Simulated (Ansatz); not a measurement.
# (BP)2(AlN)1 [001] superlattice, started as zinc blende: a soft mode frozen in, part 2 of 3

Aim: this structure of (BP)2(AlN)1 [001] superlattice, started as zinc blende is to be tested for unstable modes, and one is followed downhill.

Ansatz 0.2.0; DFT PBEsol, scalar-relativistic, plane waves, PAW.

So far. Step 4 (The mode frozen in, largest atomic shift 0.08 Å): The run ends at a pressure of 0.65 GPa, with forces up to 0.18 eV/Å. Step 5 (Energy along the mode, all amplitudes (two of the runs …): The lowest of the steps tried is at 0.08 Å, 0.875 meV/atom below the parent; the bottom of the well need not coincide with a step.

The structure was built from a prototype and need not be the compound's stable phase.

## 6. Relaxing from the distorted cell

Starting from the lowest point found, all atoms and the cell are let go, so that strain and other modes of the same symmetry can join in.

input.yaml

```yaml
crystal:
  lattice:
    - [2.2797130241, 2.2797130241, 0.0]
    - [-2.1910097814, 2.1910097814, 0.0]
    - [2.2353614027, 0.0443516214, 6.8993021203]
  atoms:
    - { symbol: Al, position: [0.6400392196, 0.3611814531, 0.7199215608] }
    - { symbol: B, position: [0.0076679753, 0.9665135445, 0.9846640493] }
    - { symbol: B, position: [0.3429475267, 0.6561761004, 0.3141049466] }
    - { symbol: "N", position: [0.0683177609, 0.451342377, 0.8633644783] }
    - { symbol: P, position: [0.4264180325, 0.0730826875, 0.1471639351] }
    - { symbol: P, position: [0.7646094851, 0.7352523581, 0.4707810299] }
kpoints:
  mp_grid: { grid: [12, 12, 12] }
hamiltonian:
  xc: pbesol
scf:
  occupations: { method: methfessel_paxton, width: 0.2 }
output:
  forces: true
  stress: true
  eigenvalues: true
relax:
  adjacent_minimum: "off"
  f_tol: 0.002
  max_steps: 120
  cell: { stress_tol: 0.03 }
```

Run with:

```bash
> ansatz run input.yaml --threads 8 --pin off --max-ram 14336MiB --backend cpu --events-out ev --progress --plain --runs-dir out
```

Numbers of over 12 decimals in the logs are rounded to 6 here.

Log:

```text
[...]
Crystal: 6 atoms, lattice volume = 68.922 Å³
Basis set: ecut = 420 eV, 1339 PW (Γ), exchange–correlation on 48×48×100 points (8 copies of the dense FFT grid, shifted against one another)
Bands: 18, of which v1, the nominal top of the filled ones, is band 12 counted from 1 (11 counted from 0)
Symmetry: 2 space group operations
[...]
k-points: 476 of 1728 (time reversal used)
[...]
SCF iter   1: F=—  HF=-2690.685449 eV  |F-HF|=—  |Δ(HF+E_count)|=         —  Δρ=6.71e-3  dr2=3.75e-2  ethr=1.77e-3  ⟨swp⟩=6.5  Hψ=54287  notcnv=0
[...]
SCF iter   7: F=-2690.675555 eV  HF=-2690.675555 eV  |F-HF|=4.57e-9  |Δ(HF+E_count)|=   3.36e-8  S|Δr|=    0.00e0  Δρ=8.35e-6  dr2=6.54e-8  ethr=4.17e-10  ⟨swp⟩=8.2  Hψ=53428  notcnv=0
SCF 1 converged in 7 iterations: F = -2690.675555 eV  dr2 = 6.54e-8
[...]
relax step   1: F+E_penalty+E_count = -2690.67555476 eV  Δ(F+E_penalty+E_count) = +0.000e0 eV  max|allowed force component| = 1.776e-1 eV/Å  Δτ_max = 0.0000 Å  P = +0.650 GPa  Ω = 68.922 Å³  (7 SCF iters, dr2 threshold 1.00e-7 eV, accepted)
Crystal: 6 atoms, lattice volume = 69.215 Å³
Basis set: ecut = 420 eV, 1347 PW (Γ), exchange–correlation on 48×48×100 points (8 copies of the dense FFT grid, shifted against one another)
[...]
iter 1 solved again at ethr=4.28e-6 eV; its pass at ethr=3.10e-3 eV (dr2=1.03e-3 eV) is discarded
[...]
SCF iter   5: F=-2690.681439 eV  HF=-2690.681439 eV  |F-HF|=1.75e-7  |Δ(HF+E_count)|=   5.70e-7  S|Δr|=    0.00e0  Δρ=1.88e-5  dr2=3.61e-7  ethr=2.50e-9  ⟨swp⟩=5.9  Hψ=47035  notcnv=0
SCF 2 converged in 5 iterations: F = -2690.681439 eV  dr2 = 3.61e-7
relax step   2: F+E_penalty+E_count = -2690.68143924 eV  Δ(F+E_penalty+E_count) = -5.884e-3 eV  max|allowed force component| = 1.429e-1 eV/Å  Δτ_max = 0.0083 Å  P = +0.271 GPa  Ω = 69.215 Å³  energy of the carried Pulay correction = -4.443e-4 eV  (5 SCF iters, dr2 threshold 6.00e-7 eV, accepted)
Crystal: 6 atoms, lattice volume = 69.517 Å³
Basis set: ecut = 420 eV, 1351 PW (Γ), exchange–correlation on 48×48×100 points (8 copies of the dense FFT grid, shifted against one another)
[...]
SCF iter   5: F=-2690.686063 eV  HF=-2690.686063 eV  |F-HF|=1.23e-7  |Δ(HF+E_count)|=   3.08e-7  S|Δr|=    0.00e0  Δρ=1.69e-5  dr2=1.88e-7  ethr=2.50e-9  ⟨swp⟩=8.3  Hψ=45475  notcnv=0
SCF 3 converged in 5 iterations: F = -2690.686063 eV  dr2 = 1.88e-7
relax step   3: F+E_penalty+E_count = -2690.68606289 eV  Δ(F+E_penalty+E_count) = -4.624e-3 eV  max|allowed force component| = 1.962e-1 eV/Å  Δτ_max = 0.0115 Å  P = -0.083 GPa  Ω = 69.517 Å³  energy of the carried Pulay correction = -8.996e-4 eV  (5 SCF iters, dr2 threshold 6.00e-7 eV, accepted)
[... from here on, the SCF cycles and remarks between the steps are left out ...]
relax step   4: F+E_penalty+E_count = -2690.74115561 eV  Δ(F+E_penalty+E_count) = -5.509e-2 eV  max|allowed force component| = 7.113e-1 eV/Å  Δτ_max = 0.0937 Å  P = -0.845 GPa  Ω = 71.277 Å³  energy of the carried Pulay correction = -3.520e-3 eV  (7 SCF iters, dr2 threshold 6.00e-7 eV, accepted)
relax step   5: F+E_penalty+E_count = -2690.88040577 eV  Δ(F+E_penalty+E_count) = -1.393e-1 eV  max|allowed force component| = 1.164e0 eV/Å  Δτ_max = 0.1125 Å  P = -0.988 GPa  Ω = 73.330 Å³  energy of the carried Pulay correction = -6.494e-3 eV  (6 SCF iters, dr2 threshold 6.00e-7 eV, accepted)
relax step   6: F+E_penalty+E_count = -2690.99532840 eV  Δ(F+E_penalty+E_count) = -1.149e-1 eV  max|allowed force component| = 1.343e0 eV/Å  Δτ_max = 0.0969 Å  P = -1.755 GPa  Ω = 75.150 Å³  energy of the carried Pulay correction = -9.059e-3 eV  (6 SCF iters, dr2 threshold 6.00e-7 eV, accepted)
relax step   7: F+E_penalty+E_count = -2691.09162569 eV  Δ(F+E_penalty+E_count) = -9.630e-2 eV  max|allowed force component| = 4.104e-1 eV/Å  Δτ_max = 0.1522 Å  P = -1.508 GPa  Ω = 78.324 Å³  energy of the carried Pulay correction = -1.338e-2 eV  (6 SCF iters, dr2 threshold 6.00e-7 eV, accepted)
relax step   8: F+E_penalty+E_count = -2691.15231619 eV  Δ(F+E_penalty+E_count) = -6.069e-2 eV  max|allowed force component| = 4.865e-1 eV/Å  Δτ_max = 0.0883 Å  P = -0.153 GPa  Ω = 76.682 Å³  energy of the carried Pulay correction = -1.117e-2 eV  (6 SCF iters, dr2 threshold 6.00e-7 eV, accepted)
relax step   9: F+E_penalty+E_count = -2691.18791474 eV  Δ(F+E_penalty+E_count) = -3.560e-2 eV  max|allowed force component| = 3.001e-1 eV/Å  Δτ_max = 0.1125 Å  P = -0.586 GPa  Ω = 78.380 Å³  energy of the carried Pulay correction = -1.346e-2 eV  (6 SCF iters, dr2 threshold 6.00e-7 eV, accepted)
relax step  10: F+E_penalty+E_count = -2691.19245698 eV  Δ(F+E_penalty+E_count) = -4.542e-3 eV  max|allowed force component| = 1.412e-1 eV/Å  Δτ_max = 0.0166 Å  P = -0.331 GPa  Ω = 78.374 Å³  energy of the carried Pulay correction = -1.345e-2 eV  (5 SCF iters, dr2 threshold 6.00e-7 eV, accepted)
relax step  11: F+E_penalty+E_count = -2691.19377666 eV  Δ(F+E_penalty+E_count) = -1.320e-3 eV  max|allowed force component| = 8.546e-2 eV/Å  Δτ_max = 0.0461 Å  P = -0.117 GPa  Ω = 78.690 Å³  energy of the carried Pulay correction = -1.387e-2 eV  (5 SCF iters, dr2 threshold 6.00e-7 eV, accepted)
relax step  12: F+E_penalty+E_count = -2691.19435798 eV  Δ(F+E_penalty+E_count) = -5.813e-4 eV  max|allowed force component| = 2.649e-2 eV/Å  Δτ_max = 0.0116 Å  P = +0.017 GPa  Ω = 78.546 Å³  energy of the carried Pulay correction = -1.368e-2 eV  (5 SCF iters, dr2 threshold 4.56e-7 eV, accepted)
relax step  13: F+E_penalty+E_count = -2691.19438939 eV  Δ(F+E_penalty+E_count) = -3.141e-5 eV  max|allowed force component| = 1.286e-2 eV/Å  Δτ_max = 0.0031 Å  P = +0.019 GPa  Ω = 78.526 Å³  energy of the carried Pulay correction = -1.365e-2 eV  (5 SCF iters, dr2 threshold 4.38e-8 eV, accepted)
relax step  14: F+E_penalty+E_count = -2691.19439739 eV  Δ(F+E_penalty+E_count) = -8.003e-6 eV  max|allowed force component| = 9.668e-4 eV/Å  Δτ_max = 0.0012 Å  P = -0.001 GPa  Ω = 78.536 Å³  energy of the carried Pulay correction = -1.367e-2 eV  (5 SCF iters, dr2 threshold 1.03e-8 eV, accepted)
relax step  15: F+E_penalty+E_count = -2691.25131169 eV  Δ(F+E_penalty+E_count) = -5.691e-2 eV  max|allowed force component| = 6.373e-3 eV/Å  Δτ_max = 0.0000 Å  P = +0.755 GPa  Ω = 78.536 Å³  stress off target by 1.73e0 GPa  SCF on the basis re-selected at this cell (its energy is not comparable with the rows above)  (8 SCF iters)
[...]
relax step  20: F+E_penalty+E_count = -2691.26643280 eV  Δ(F+E_penalty+E_count) = -1.049e-3 eV  max|allowed force component| = 4.890e-3 eV/Å  Δτ_max = 0.0305 Å  P = -0.007 GPa  Ω = 80.223 Å³  energy of the carried Pulay correction = -2.109e-3 eV  (9 SCF iters, accepted)
relax step  21: F+E_penalty+E_count = -2691.25841438 eV  Δ(F+E_penalty+E_count) = +8.018e-3 eV  max|allowed force component| = 5.495e-1 eV/Å  Δτ_max = 0.0279 Å  P = +0.111 GPa  Ω = 80.150 Å³  energy of the carried Pulay correction = -2.040e-3 eV  (7 SCF iters, dr2 threshold 1.10e-8 eV, rejected (line search))
relax step  22: F+E_penalty+E_count = -2691.26657181 eV  Δ(F+E_penalty+E_count) = -1.390e-4 eV  max|allowed force component| = 1.577e-3 eV/Å  Δτ_max = 0.0106 Å  P = -0.007 GPa  Ω = 80.263 Å³  energy of the carried Pulay correction = -2.163e-3 eV  (8 SCF iters, accepted)
relax step  23: F+E_penalty+E_count = -2691.26502346 eV  Δ(F+E_penalty+E_count) = +1.548e-3 eV  max|allowed force component| = 1.594e-1 eV/Å  Δτ_max = 0.0121 Å  P = +0.096 GPa  Ω = 80.246 Å³  energy of the carried Pulay correction = -2.149e-3 eV  (7 SCF iters, dr2 threshold 2.37e-9 eV, rejected (line search))
relax step  24: F+E_penalty+E_count = -2691.26660097 eV  Δ(F+E_penalty+E_count) = -2.916e-5 eV  max|allowed force component| = 6.909e-4 eV/Å  Δτ_max = 0.0046 Å  P = -0.004 GPa  Ω = 80.276 Å³  energy of the carried Pulay correction = -2.181e-3 eV  (8 SCF iters, accepted)
relax step  25: F+E_penalty+E_count = -2691.26659960 eV  Δ(F+E_penalty+E_count) = +1.366e-6 eV  max|allowed force component| = 6.046e-3 eV/Å  Δτ_max = 0.0074 Å  P = -0.009 GPa  Ω = 80.296 Å³  energy of the carried Pulay correction = -2.209e-3 eV  (8 SCF iters, accepted)
relax step  26: F+E_penalty+E_count = -2691.26660352 eV  Δ(F+E_penalty+E_count) = -3.920e-6 eV  max|allowed force component| = 1.882e-3 eV/Å  Δτ_max = 0.0002 Å  P = -0.002 GPa  Ω = 80.293 Å³  energy of the carried Pulay correction = -2.206e-3 eV  (4 SCF iters, dr2 threshold 2.28e-9 eV, accepted)
relax step  27: F+E_penalty+E_count = -2691.27176653 eV  Δ(F+E_penalty+E_count) = -5.163e-3 eV  max|allowed force component| = 2.905e-3 eV/Å  Δτ_max = 0.0000 Å  P = +0.086 GPa  Ω = 80.293 Å³  stress off target by 2.37e-1 GPa  SCF on the basis re-selected at this cell (its energy is not comparable with the rows above)  (6 SCF iters)
relax step  28: F+E_penalty+E_count = -2691.27220396 eV  Δ(F+E_penalty+E_count) = -4.374e-4 eV  max|allowed force component| = 5.252e-3 eV/Å  Δτ_max = 0.0197 Å  P = -0.005 GPa  Ω = 80.399 Å³  energy of the carried Pulay correction = -1.295e-4 eV  (5 SCF iters, dr2 threshold 1.40e-7 eV, accepted)
relax step  29: F+E_penalty+E_count = -2691.27175263 eV  Δ(F+E_penalty+E_count) = +4.513e-4 eV  max|allowed force component| = 9.790e-2 eV/Å  Δτ_max = 0.0119 Å  P = -0.132 GPa  Ω = 80.496 Å³  energy of the carried Pulay correction = -2.414e-4 eV  (6 SCF iters, dr2 threshold 5.67e-9 eV, rejected (line search))
relax step  30: F+E_penalty+E_count = -2691.27228365 eV  Δ(F+E_penalty+E_count) = -7.969e-5 eV  max|allowed force component| = 1.910e-3 eV/Å  Δτ_max = 0.0065 Å  P = -0.001 GPa  Ω = 80.407 Å³  energy of the carried Pulay correction = -1.397e-4 eV  (8 SCF iters, accepted)
relax step  31: F+E_penalty+E_count = -2691.27231569 eV  Δ(F+E_penalty+E_count) = -3.204e-5 eV  max|allowed force component| = 1.957e-2 eV/Å  Δτ_max = 0.0132 Å  P = -0.033 GPa  Ω = 80.422 Å³  energy of the carried Pulay correction = -1.572e-4 eV  (8 SCF iters, accepted)
relax step  32: F+E_penalty+E_count = -2691.27232322 eV  Δ(F+E_penalty+E_count) = -7.529e-6 eV  max|allowed force component| = 4.391e-3 eV/Å  Δτ_max = 0.0009 Å  P = +0.011 GPa  Ω = 80.420 Å³  energy of the carried Pulay correction = -1.570e-4 eV  (4 SCF iters, dr2 threshold 3.18e-8 eV, accepted)
relax step  33: F+E_penalty+E_count = -2691.27233378 eV  Δ(F+E_penalty+E_count) = -1.056e-5 eV  max|allowed force component| = 1.069e-4 eV/Å  Δτ_max = 0.0004 Å  P = +0.000 GPa  Ω = 80.417 Å³  energy of the carried Pulay correction = -1.529e-4 eV  (4 SCF iters, dr2 threshold 6.04e-9 eV, accepted)
[...]
SCF iter   1: F=—  HF=-2691.272613 eV  |F-HF|=—  |Δ(HF+E_count)|=         —  Δρ=4.12e-5  dr2=1.24e-7  ethr=6.09e-7  ⟨swp⟩=3.4  Hψ=80024  notcnv=0
eigensolver tolerance schedule: the retry pair's looser diagonalisation over-reported the residual by 1181.42 of it (diagonalisation noise at 0.30 of the residual, at the tolerance the schedule requests for it); recorded, not acted on — ethr = c·dr2/N_el stays at c = 1.0e-1
SCF iter   2: F=—  HF=-2691.272604 eV  |F-HF|=—  |Δ(HF+E_count)|=   8.87e-6  S|Δr|=    0.00e0  Δρ=2.07e-5  dr2=2.97e-8  ethr=5.15e-10  ⟨swp⟩=3.1  Hψ=15966  notcnv=0
[...]
SCF iter   5: F=-2691.272604 eV  HF=-2691.272604 eV  |F-HF|=7.73e-12  |Δ(HF+E_count)|=  5.91e-12  S|Δr|=    0.00e0  Δρ=2.09e-7  dr2=1.36e-11  ethr=1.00e-12  ⟨swp⟩=10.6  Hψ=53238  notcnv=0
SCF 34 converged in 5 iterations: F = -2691.272604 eV  dr2 = 1.36e-11
relax step  34: F+E_penalty+E_count = -2691.27260431 eV  Δ(F+E_penalty+E_count) = -2.705e-4 eV  max|allowed force component| = 3.049e-4 eV/Å  Δτ_max = 0.0000 Å  P = +0.003 GPa  Ω = 80.417 Å³  stress off target by 2.67e-2 GPa  SCF on the basis re-selected at this cell (its energy is not comparable with the rows above)  (5 SCF iters)
[...]
SCF converged after 5 iterations
[...]
Free energy (F): -2691.272604 eV
[...]
Internal energy: -2691.274190 eV  (E = F + TS)
E sigma→0 (E₀):  -2691.273001 eV
Entropy (-TS):   0.001586 eV (0.264 meV/atom)
Fermi energy:    7.397561 eV
Step filling:    the computed levels leave a gap of 0.2508 eV = 1.3 smearing widths at the electron count; against every level under it full and every level over it empty, smearing changes F+E_penalty+E_count by +0.518 meV and its σ→0 estimate by +0.121 meV
[...]
--- Forces (eV/Å), atoms counted from 1 ---
  atom   1  Al    -0.00006308     0.00006308    -0.00000116
  atom   2  B     -0.00013700     0.00013700     0.00002237
  atom   3  B     -0.00030486     0.00030486    -0.00004546
  atom   4  N      0.00012419    -0.00012419     0.00004394
  atom   5  P      0.00030234    -0.00030234    -0.00003681
  atom   6  P      0.00007849    -0.00007849     0.00001605
  max |Σ_I F_I| component: 1.06e-6 eV/Å
--- Stress (GPa, compression-positive) ---
       -0.000618       0.001546       0.015703
        0.001546      -0.000618      -0.015703
        0.015695      -0.015695       0.009567
  P = ⅓ Tr σ = 0.0028 GPa (0.028 kbar)
--- Band table (eV; the first three rows and the last of 476) ---
  k-point 0: bands = [... 8 lower, 4.4964, 5.5725, 6.4856, 6.5400, 7.6907, 9.4017, 10.4430, 10.8129, ... 2 higher]
  k-point 1: bands = [... 8 lower, 4.4615, 5.5161, 6.5168, 6.5367, 7.7108, 9.3917, 10.2616, 10.7960, ... 2 higher]
  k-point 2: bands = [... 8 lower, 4.3702, 5.3580, 6.4528, 6.6744, 7.7655, 9.3602, 10.0129, 10.6044, ... 2 higher]
  k-point 475: bands = [... 8 lower, 2.8090, 2.9141, 3.4145, 3.9827, 7.8949, 9.5669, 9.6471, 9.9395, ... 2 higher]
--- Relaxed structure (31 steps of the walk, 26 accepted, 3 SCFs on fresh bases) ---
  F+E_penalty+E_count = -2691.27260431 eV   max|allowed force component| = 3.049e-4 eV/Å   (the final SCF, on the basis selected at the relaxed cell)
  cell:  # Å, volume = 80.4174 Å³
    - [2.264298, 2.264298, 1.1102230246251565e-16]
    - [-2.438199, 2.438199, -0.393440]
    - [2.970703, -0.706405, 7.579796]
  atoms:
    - { symbol: Al, position: [0.654026, 0.480343, 0.691947] }
    - { symbol: B, position: [-0.00766354, 0.807265, 1.015327] }
    - { symbol: B, position: [0.338538, 0.614463, 0.322924] }
    - { symbol: N, position: [0.087900, 0.612741, 0.824201] }
    - { symbol: P, position: [0.415322, -0.037630, 0.169355] }
    - { symbol: P, position: [0.761877, 0.766366, 0.476246] }
```

Run time: 3.4 min. Hardware: 8 threads of Intel Xeon Platinum 8488C (Sapphire Rapids), shared host; peak memory 1.1 GiB; 26 min of CPU time.

Step by step (22 of 34):

```
step  energy less that of the first step (eV)  largest force component (eV/Å)  pressure (GPa)  volume (Å³)
   1                                   0.0000                          0.1776            0.65        68.92
   3                                  -0.0105                          0.1962           -0.08        69.52
   4                                  -0.0656                          0.7113           -0.84        71.28
   6                                  -0.3198                          1.3433           -1.75        75.15
   7                                  -0.4161                          0.4104           -1.51        78.32
   9                                  -0.5124                          0.3001           -0.59        78.38
  10                                  -0.5169                          0.1412           -0.33        78.37
  12                                  -0.5188                          0.0265            0.02        78.55
  14                                  -0.5188                          0.0010            0.00        78.54
 15*                                  -0.5758                          0.0064            0.75        78.54
  17                                  -0.5580                          0.7526           -2.20        81.15
  18                                  -0.5898                          0.0181            0.06        80.02
  20                                  -0.5909                          0.0049           -0.01        80.22
  21                                  -0.5829                          0.5495            0.11        80.15
  23                                  -0.5895                          0.1594            0.10        80.25
  25                                  -0.5910                          0.0060           -0.01        80.30
  26                                  -0.5910                          0.0019            0.00        80.29
  28                                  -0.5966                          0.0053           -0.01        80.40
  29                                  -0.5962                          0.0979           -0.13        80.50
  31                                  -0.5968                          0.0196           -0.03        80.42
  32                                  -0.5968                          0.0044            0.01        80.42
 34*                                  -0.5970                          0.0003            0.00        80.42
```

Relaxation steps marked * repeat the geometry before them on a plane-wave basis chosen anew for their cell, so energy and pressure can jump there. Other such steps can lie between the rows shown. Relaxation steps 17, 19, 21, 23, 29 were tried and not accepted.

The run keeps the 2 symmetry operations that it works with, so distortions that break them were not tested.

```
     cell as run  before   after   change
           a (Å)   3.224   3.202   -0.7 %
           b (Å)   3.099   3.471  +12.0 %
           c (Å)   7.253   8.172  +12.7 %
           α (°)  102.33  114.92  +12.3 %
           β (°)   77.16   78.70   +2.0 %
volume (Å³/atom)   11.49   13.40  +16.7 %
```

The atoms that moved most (Å, as changes of fractional coordinates times the final cell):

```
atom      dx      dy      dz  length
  N4  -0.466   0.466  -0.360   0.751
  B2   0.445  -0.445   0.295   0.695
 Al1  -0.342   0.342  -0.259   0.549
  P5   0.311  -0.311   0.212   0.488
  B3   0.118  -0.118   0.083   0.186
  P6  -0.066   0.066   0.029   0.098
```

Final coordinates:

```xyz
6
Lattice="2.2643 2.2643 0.0000 -2.4382 2.4382 -0.3934 2.9707 -0.7064 7.5798" Properties=species:S:1:pos:R:3 pbc="T T T"
Al    2.3653    2.1633    5.0558
B     1.0306    1.2337    7.3784
B     0.2277    2.0366    2.2059
N     1.1535    1.1108    6.0062
P     1.5353    0.7290    1.2985
P     1.2713    3.2572    3.3083
```

This step gave:

| Property | Result |
| --- | --- |
| pressure | 0.002777 GPa |
| volume per atom | 13.40 Å³ |
| gap on the k-mesh | 0.2508 eV |

The distorted start has space group Cm; the relaxation ends in Cm.

[end of part 2 of 3]

[Logs are printed without paths, hosts, clocks, repeated set-up lines and the standing remarks that a program may print on its own settings, such as how far it seeks lower states.]

[Hosts, paths, dates, database ids (printed as entryN), source tags and the programs' standing remarks are cut or masked in the printed files.]
